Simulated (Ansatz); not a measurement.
## SiGeO4 (built on the sites of a database entry of SiO2): relaxing the cell for a phonon run

Task: relax SiGeO4 (built on the sites of a database entry of SiO2) tightly.

Main program and level: Ansatz 0.2.0; DFT PBEsol, scalar-relativistic, plane waves, PseudoDojo norm-conserving pseudopotentials.

The structure was built from a prototype and need not be the compound's stable phase.

### 1. The structure

It takes space group F-43m (No. 216, cubic). The conventional cell has a = 7.290 Å, b = 7.290 Å, c = 7.290 Å, α = 90.00°, β = 90.00°, γ = 90.00°. Nearest to Si lie 4 O at 1.58 Å. Ge has 4 O at 1.58 Å nearest. O has 1 Si at 1.58 Å and 1 Ge at 1.58 Å nearest. Farther neighbours and most contacts between anions are not listed.

Structure file:

```cif
data_structure
_symmetry_space_group_name_H-M 'F-43m'
_symmetry_Int_Tables_number 216
_cell_length_a 7.2904
_cell_length_b 7.2904
_cell_length_c 7.2904
_cell_angle_alpha 90.000
_cell_angle_beta 90.000
_cell_angle_gamma 90.000
_cell_volume 387.49
loop_
_atom_site_label
_atom_site_type_symbol
_atom_site_symmetry_multiplicity
_atom_site_Wyckoff_symbol
_atom_site_fract_x
_atom_site_fract_y
_atom_site_fract_z
_atom_site_occupancy
Si1 Si 4 a 0.00000 0.00000 0.00000 1
Ge1 Ge 4 d 0.25000 0.25000 0.75000 1
O1 O 16 e 0.12500 0.37500 0.62500 1
```

### 2. Probe on a coarse mesh

A quick single point on a coarse mesh tells whether the cell has a gap and how far it is from rest, which sets the k mesh and smearing that follow.

Input file input.yaml:

```yaml
crystal:
  lattice:
    - [0.0, 3.64521, 3.64521]
    - [3.64521, 0.0, 3.64521]
    - [3.64521, 3.64521, 0.0]
  atoms:
    - { symbol: Si, position: [0.0, 0.0, 0.0] }
    - { symbol: Ge, position: [0.25, 0.25, 0.25] }
    - { symbol: O, position: [0.125, 0.125, 0.125] }
    - { symbol: O, position: [0.625, 0.125, 0.125] }
    - { symbol: O, position: [0.125, 0.125, 0.625] }
    - { symbol: O, position: [0.125, 0.625, 0.125] }
kpoints:
  mp_grid: { grid: [4, 4, 4] }
hamiltonian:
  xc: pbesol
  pseudopotentials: { kind: nc, accuracy: standard }
scf:
  occupations: { method: gaussian, width: 0.1 }
output:
  forces: true
  stress: true
  eigenvalues: true
```

The run is started by

```
$ ansatz run input.yaml --threads 8 --pin off --max-ram 14336MiB --backend cpu --events-out ev --progress --plain --runs-dir out
```

Numbers of over 12 decimals in the logs are rounded to 6 here.

Output:

```text
Engine: ansatz 0.2.0, x86_64-unknown-linux-gnu
Pseudopotentials: kind: nc
Pseudopotential: Si, nc, valence charge 4, recommended cutoff 489.804952 eV (normal), Si.nc.azcp (PseudoDojo's, or run here from an input of PseudoDojo's; its table is named by hamiltonian.pseudopotentials.accuracy)
[...]
--- Band table (eV; the first three rows and the last of 8) ---
  k-point 0: bands = [... 17 lower, -0.1951, 1.3948, 1.3948, 1.3948, 7.0118, 10.5272, 10.8485, 10.8485]
  k-point 1: bands = [... 17 lower, -0.2720, 0.9948, 0.9948, 1.3980, 7.7949, 10.5304, 11.2060, 11.5421]
  k-point 2: bands = [... 17 lower, -0.5268, 0.6294, 0.6294, 1.4013, 9.3477, 9.7118, 10.4019, 12.4864]
  k-point 7: bands = [... 17 lower, -0.0357, 0.3648, 0.6527, 0.7336, 10.3992, 10.4117, 10.9844, 11.4165]
[key lines of the parts left out:]
SCF converged after 8 iterations
Free energy (F): -4339.083712 eV
Fermi energy:    4.208026 eV
P = ⅓ Tr σ = 30.0063 GPa (300.063 kbar)
```

Wall time 1.3 s (8 threads of AMD EPYC 9R45, shared host); peak memory 0.79 GiB; 4 s of CPU time.

A gap read on the k-mesh alone can miss the band edges.

This step gave:

```
pressure           : 30.01 GPa
gap on the k-mesh  : 5.611 eV
volume per atom    : 16.15 Å³
direct gap on mesh : 5.617 eV
```

The coarse mesh shows a gap of 5.61 eV and a pressure of 30.0 GPa.

### 3. Rough relaxation

A rough relaxation comes first, because large forces or stress need no tight tolerances yet.

input.yaml: that of step 2 with these lines changed.

```diff
@@ -13,3 +13,3 @@
 kpoints:
-  mp_grid: { grid: [4, 4, 4] }
+  mp_grid: { grid: [6, 6, 6] }
 hamiltonian:
@@ -23 +23,6 @@
   eigenvalues: true
+relax:
+  adjacent_minimum: "off"
+  f_tol: 0.05
+  max_steps: 80
+  cell: { stress_tol: 0.5 }
```

Output:

```text
[...]
Crystal: 6 atoms, lattice volume = 96.872 Å³
Basis set: ecut = 1142.878222 eV, 8441 PW (Γ), exchange–correlation on 120×120×120 points (8 copies of the dense FFT grid, shifted against one another)
Bands: 27, of which v1, the nominal top of the filled ones, is band 21 counted from 1 (20 counted from 0)
Symmetry: 24 space group operations
[...]
- [0, 3.838341, 3.838341]
    - [3.838341, 0, 3.838341]
    - [3.838341, 3.838341, 0]
  atoms:
    - { symbol: Si, position: [4.263192282189203e-19, 1.4871600984380913e-19, -5.651208374064753e-19] }
    - { symbol: Ge, position: [0.25, 0.25, 0.25] }
    - { symbol: O, position: [0.120919, 0.120919, 0.120919] }
    - { symbol: O, position: [0.637243, 0.120919, 0.120919] }
    - { symbol: O, position: [0.120919, 0.120919, 0.637243] }
    - { symbol: O, position: [0.120919, 0.637243, 0.120919] }
[key lines of the parts left out:]
SCF converged after 4 iterations
Free energy (F): -4340.933985 eV
Fermi energy:    2.378198 eV
P = ⅓ Tr σ = -0.0453 GPa (-0.453 kbar)
```

The job ended after 6.3 s (8 threads; peak memory 1.1 GiB; 44 s of CPU time).

Relaxation path:

| step | energy less that of the first step (eV) | largest force component (eV/Å) | pressure (GPa) | volume (Å³) |
| --- | --- | --- | --- | --- |
| 1 | 0.0000 | 3.4937 | 30.01 | 96.87 |
| 2 | -1.5216 | 1.0593 | 11.07 | 105.21 |
| 3 | -1.8159 | 0.2080 | 2.72 | 110.67 |
| 4 | -1.8365 | 0.0232 | 0.34 | 112.55 |
| 5* | -1.8491 | 0.0219 | 0.61 | 112.55 |
| 6 | -1.8500 | 0.0113 | -0.04 | 113.10 |
| 7* | -1.8501 | 0.0111 | -0.05 | 113.10 |

Relaxation steps marked * repeat the geometry before them on a plane-wave basis chosen anew for their cell, so energy and pressure can jump there.

Forces are held to the 24 operations that the run works with; a distortion that breaks them can't arise in this run.

| conventional cell, symmetrised | before | after | change |
| --- | --- | --- | --- |
| a (Å) | 7.290 | 7.677 | +5.3 % |
| b (Å) | 7.290 | 7.677 | +5.3 % |
| c (Å) | 7.290 | 7.677 | +5.3 % |
| volume (Å³/atom) | 16.15 | 18.85 | +16.8 % |

The atoms that moved most (Å, as changes of fractional coordinates times the final cell):

| atom | dx | dy | dz | length |
| --- | --- | --- | --- | --- |
| O3 | -0.031 | -0.031 | -0.031 | 0.054 |
| O4 | -0.031 | 0.031 | 0.031 | 0.054 |
| O6 | 0.031 | -0.031 | 0.031 | 0.054 |
| O5 | 0.031 | 0.031 | -0.031 | 0.054 |

Final coordinates:

```xyz
6
Lattice="0.0000 3.8383 3.8383 3.8383 0.0000 3.8383 3.8383 3.8383 0.0000" Properties=species:S:1:pos:R:3 pbc="T T T"
Si    0.0000    0.0000    0.0000
Ge    1.9192    1.9192    1.9192
O     0.9283    0.9283    0.9283
O     0.9283    2.9101    2.9101
O     2.9101    2.9101    0.9283
O     2.9101    0.9283    2.9101
```

Numbers from this step:

```yaml
pressure: -0.04527 GPa
gap_on_the_k_mesh: 4.308 eV
volume_per_atom: 18.85 Å³
direct_gap_on_mesh: 4.313 eV
```

In this step the volume went from 16.15 to 18.85 Å³/atom.

### 4. Bringing the structure to rest

Harmonic phonons are second derivatives at a point where the forces vanish, and they are wanted at zero stress, so atoms and cell are relaxed first.

Input file input.yaml:

```yaml
crystal:
  lattice:
    - [0.0, 3.8383411136, 3.8383411136]
    - [3.8383411136, 0.0, 3.8383411136]
    - [3.8383411136, 3.8383411136, 0.0]
  atoms:
    - { symbol: Si, position: [0.0, 0.0, 0.0] }
    - { symbol: Ge, position: [0.25, 0.25, 0.25] }
    - { symbol: O, position: [0.1209191666, 0.1209191666, 0.1209191666] }
    - { symbol: O, position: [0.6372425003, 0.1209191666, 0.1209191666] }
    - { symbol: O, position: [0.1209191666, 0.1209191666, 0.6372425003] }
    - { symbol: O, position: [0.1209191666, 0.6372425003, 0.1209191666] }
kpoints:
  mp_grid: { grid: [4, 4, 4] }
hamiltonian:
  xc: pbesol
  pseudopotentials: { kind: nc, accuracy: standard }
scf:
  occupations: { method: gaussian, width: 0.02 }
output:
  forces: true
  stress: true
  eigenvalues: true
relax:
  adjacent_minimum: "off"
  f_tol: 0.005
  max_steps: 80
  cell: { stress_tol: 0.05 }
```

Output:

```text
[...]
Crystal: 6 atoms, lattice volume = 113.100 Å³
Basis set: ecut = 1142.878222 eV, 9841 PW (Γ), exchange–correlation on 120×120×120 points (8 copies of the dense FFT grid, shifted against one another)
Bands: 27, of which v1, the nominal top of the filled ones, is band 21 counted from 1 (20 counted from 0)
[... 1 set-up line as in the run before ...]
[...]
k-points: 8 of 64 (time reversal used)
[...]
SCF iter   1: F=—  HF=-4343.574776 eV  |F-HF|=—  |Δ(HF+E_count)|=         —  Δρ=9.29e-2  dr2=8.15e0  ethr=3.10e-3  ⟨swp⟩=7.2  Hψ=1126  notcnv=0
[...]
SCF iter   8: F=-4340.933739 eV  HF=-4340.933739 eV  |F-HF|=3.05e-9  |Δ(HF+E_count)|=   5.35e-8  Δρ=3.60e-6  dr2=7.02e-9  ethr=2.38e-10  ⟨swp⟩=14.2  Hψ=1303  notcnv=0
SCF 1 converged in 8 iterations: F = -4340.933739 eV  dr2 = 7.02e-9
relax step   1: F+E_penalty+E_count = -4340.93373888 eV  Δ(F+E_penalty+E_count) = +0.000e0 eV  max|allowed force component| = 1.108e-2 eV/Å  Δτ_max = 0.0000 Å  P = -0.047 GPa  Ω = 113.100 Å³  (8 SCF iters, dr2 threshold 1.00e-7 eV, accepted)
Crystal: 6 atoms, lattice volume = 113.083 Å³
[...]
SCF iter   4: F=-4340.933752 eV  HF=-4340.933752 eV  |F-HF|=1.61e-9  |Δ(HF+E_count)|=   2.84e-9  Δρ=2.89e-6  dr2=3.04e-9  ethr=1.83e-11  ⟨swp⟩=6.0  Hψ=1011  notcnv=0
SCF 2 converged in 4 iterations: F = -4340.933752 eV  dr2 = 3.04e-9
relax step   2: F+E_penalty+E_count = -4340.93375248 eV  Δ(F+E_penalty+E_count) = -1.360e-5 eV  max|allowed force component| = 5.625e-3 eV/Å  Δτ_max = 0.0001 Å  P = -0.026 GPa  Ω = 113.083 Å³  energy of the carried Pulay correction = +2.868e-6 eV  (4 SCF iters, dr2 threshold 7.68e-9 eV, accepted)
Crystal: 6 atoms, lattice volume = 113.062 Å³
[...]
SCF iter   5: F=-4340.933760 eV  HF=-4340.933760 eV  |F-HF|=2.18e-11  |Δ(HF+E_count)|=  9.22e-10  Δρ=1.13e-6  dr2=2.41e-10  ethr=4.71e-12  ⟨swp⟩=6.0  Hψ=931  notcnv=0
SCF 3 converged in 5 iterations: F = -4340.933760 eV  dr2 = 2.41e-10
relax step   3: F+E_penalty+E_count = -4340.93376019 eV  Δ(F+E_penalty+E_count) = -7.715e-6 eV  max|allowed force component| = 1.949e-4 eV/Å  Δτ_max = 0.0001 Å  P = -0.001 GPa  Ω = 113.062 Å³  energy of the carried Pulay correction = +6.444e-6 eV  (5 SCF iters, dr2 threshold 1.98e-9 eV, accepted)
[...]
SCF iter   1: F=—  HF=-4340.933949 eV  |F-HF|=—  |Δ(HF+E_count)|=         —  Δρ=2.36e-6  dr2=2.26e-9  ethr=4.07e-7  ⟨swp⟩=3.0  Hψ=1828  notcnv=0
eigensolver tolerance schedule: the retry pair's looser diagonalisation over-reported the residual by 75538.75 of it (diagonalisation noise at an unbounded share of the residual, at the tolerance the schedule requests for it); recorded, not acted on — ethr = c·dr2/N_el stays at c = 1.0e-1
[...]
SCF iter   2: F=—  HF=-4340.933746 eV  |F-HF|=—  |Δ(HF+E_count)|=   2.04e-4  Δρ=1.97e-6  dr2=2.38e-9  ethr=5.39e-12  ⟨swp⟩=4.0  Hψ=665  notcnv=0
[...]
SCF iter   4: F=-4340.933746 eV  HF=-4340.933746 eV  |F-HF|=2.55e-11  |Δ(HF+E_count)|=  7.28e-12  Δρ=2.83e-7  dr2=4.45e-11  ethr=1.00e-12  ⟨swp⟩=5.1  Hψ=1087  notcnv=0
SCF 4 converged in 4 iterations: F = -4340.933746 eV  dr2 = 4.45e-11
relax step   4: F+E_penalty+E_count = -4340.93374560 eV  Δ(F+E_penalty+E_count) = +1.460e-5 eV  max|allowed force component| = 1.912e-4 eV/Å  Δτ_max = 0.0000 Å  P = -0.001 GPa  Ω = 113.062 Å³  stress off target by 1.16e-3 GPa  SCF on the basis re-selected at this cell (its energy is not comparable with the rows above)  (4 SCF iters)
basis re-selected at this cell: Δ(F+E_penalty+E_count) = +1.460e-5 eV, ΔP = -0.000 GPa vs the last step (what re-selecting the basis moved, of the pressure what is left beyond the Pulay correction that the steps carried, after the strain that the cell walked since its last selection, with what the two solves' SCF thresholds leave and, on support functions, any second-order correction that the steps lacked; it is no m [...]
SCF converged after 4 iterations
Free energy (F): -4340.933746 eV
[...]
Internal energy: -4340.933746 eV  (E = F + TS)
E sigma→0 (E₀):  -4340.933746 eV
Fermi energy:    2.379167 eV
[...]
--- Forces (eV/Å), atoms counted from 1 ---
  atom   1  Si     0.00000000    -0.00000000    -0.00000000
  atom   2  Ge    -0.00000000     0.00000000     0.00000000
  atom   3  O      0.00019117     0.00019117     0.00019117
  atom   4  O      0.00019117    -0.00019117    -0.00019117
  atom   5  O     -0.00019117    -0.00019117     0.00019117
  atom   6  O     -0.00019117     0.00019117    -0.00019117
  max |Σ_I F_I| component: 1.11e-16 eV/Å
--- Stress (GPa, compression-positive) ---
       -0.001158       0.000000      -0.000000
        0.000000      -0.001158       0.000000
       -0.000000       0.000000      -0.001158
  P = ⅓ Tr σ = -0.0012 GPa (-0.012 kbar)
--- Band table (eV; the first three rows and the last of 8) ---
  k-point 0: bands = [... 17 lower, -1.3482, 0.2194, 0.2194, 0.2194, 4.5342, 7.3401, 8.5999, 8.5999, ... 2 higher]
  k-point 1: bands = [... 17 lower, -1.3861, -0.1228, -0.1228, 0.2217, 5.2831, 7.7235, 8.9353, 9.1934, ... 2 higher]
  k-point 2: bands = [... 17 lower, -1.4950, -0.4571, -0.4571, 0.2240, 6.0322, 8.1405, 8.8899, 9.9328, ... 2 higher]
  k-point 7: bands = [... 17 lower, -1.1512, -0.6350, -0.4248, -0.3118, 7.0461, 8.6699, 8.8750, 9.1015, ... 2 higher]
--- Relaxed structure (3 steps of the walk, 3 accepted, 1 SCFs on fresh bases) ---
[...]
cell:  # Å, volume = 113.0621 Å³
    - [0, 3.837917, 3.837917]
    - [3.837917, 0, 3.837917]
    - [3.837917, 3.837917, 0]
  atoms:
    - { symbol: Si, position: [0, 0, 0] }
    - { symbol: Ge, position: [0.250000, 0.250000, 0.250000] }
    - { symbol: O, position: [0.120901, 0.120901, 0.120901] }
    - { symbol: O, position: [0.637298, 0.120901, 0.120901] }
    - { symbol: O, position: [0.120901, 0.120901, 0.637298] }
    - { symbol: O, position: [0.120901, 0.637298, 0.120901] }
```

It took 3.3 s on 8 threads; peak memory 0.92 GiB.

Little changed from the start: no atom moved by 0.005 Å and no cell edge by 0.1 %.

Numbers from this step:

| Item | Value |
| --- | --- |
| pressure | -0.001158 GPa |
| gap on the k-mesh | 4.310 eV |
| volume per atom | 18.84 Å³ |
| direct gap on mesh | 4.315 eV |

In this step the volume went from 18.85 to 18.84 Å³/atom.

### 5. Relaxing to small forces for the phonons

Phonons need a cell at rest on their own settings, so the relaxation is repeated with tight tolerances on forces and stress on the k mesh and occupations of the first response run.

input.yaml, the sections that differ from step 4:

```yaml
crystal:
  lattice:
    - [0.0, 3.8379174859, 3.8379174859]
    - [3.8379174859, 0.0, 3.8379174859]
    - [3.8379174859, 3.8379174859, 0.0]
  atoms:
    - { symbol: Si, position: [0.0, 0.0, 0.0] }
    - { symbol: Ge, position: [0.25, 0.25, 0.25] }
    - { symbol: O, position: [0.1209006003, 0.1209006003, 0.1209006003] }
    - { symbol: O, position: [0.6372981992, 0.1209006003, 0.1209006003] }
    - { symbol: O, position: [0.1209006003, 0.1209006003, 0.6372981992] }
    - { symbol: O, position: [0.1209006003, 0.6372981992, 0.1209006003] }
scf:
  occupations: { method: fixed }
relax:
  adjacent_minimum: "off"
  f_tol: 0.001
  max_steps: 60
  cell: { stress_tol: 0.01 }
# kpoints, hamiltonian, output: as in step 4
```

Output:

```text
[...]
Crystal: 6 atoms, lattice volume = 113.062 Å³
Basis set: ecut = 1142.878222 eV, 9841 PW (Γ), exchange–correlation on 120×120×120 points (8 copies of the dense FFT grid, shifted against one another)
Bands: 27, of which v1, the nominal top of the filled ones, is band 21 counted from 1 (20 counted from 0)
[... 1 set-up line as in the run before ...]
[...]
- [0.0, 3.8379174859, 3.8379174859]
    - [3.8379174859, 0.0, 3.8379174859]
    - [3.8379174859, 3.8379174859, 0.0]
  atoms:
    - { symbol: Si, position: [0.0, 0.0, 0.0] }
    - { symbol: Ge, position: [0.25, 0.25, 0.25] }
    - { symbol: O, position: [0.120901, 0.120901, 0.120901] }
    - { symbol: O, position: [0.637298199175, 0.120901, 0.120901] }
    - { symbol: O, position: [0.120901, 0.120901, 0.637298199175] }
    - { symbol: O, position: [0.120901, 0.637298199175, 0.120901] }
[key lines of the parts left out:]
SCF converged after 6 iterations
Free energy (F): -4340.933746 eV
Fermi energy:    0.223977 eV
P = ⅓ Tr σ = -0.0011 GPa (-0.011 kbar)
```

Wall time 1.4 s (8 threads); peak memory 0.92 GiB.

Little changed from the start: no atom moved by 0.005 Å and no cell edge by 0.1 %.

Numbers from this step:

```yaml
pressure: -0.001145 GPa
```

The largest force component left is 0.19 meV/Å and the pressure is -0.001 GPa, within the tolerances set. The cell now holds 18.84 Å³/atom.

### 6. Outcome

| Quantity | Value |
| --- | --- |
| space group after relaxation (within 0.01 Å) | F-43m |
| lattice constant a | 7.676 Å |
| lattice constant b | 7.676 Å |
| lattice constant c | 7.676 Å |
| volume per atom | 18.8 Å³ |
| gap on the k-mesh | 4.31 eV |

What this shows: The largest force component left is 0.19 meV/Å and the pressure is -0.001 GPa, within the tolerances set. The cell now holds 18.84 Å³/atom. The relaxation keeps the symmetry of its start, so it says nothing on stability against lower symmetry. The starting cell was built on a prototype and not taken from a measurement, so the phase need not exist.

[Logs are printed without paths, hosts, clocks, repeated set-up lines and the standing remarks that a program may print on its own settings, such as how far it seeks lower states.]

[Hosts, paths, dates, database ids (printed as entryN), source tags and the programs' standing remarks are cut or masked in the printed files.]
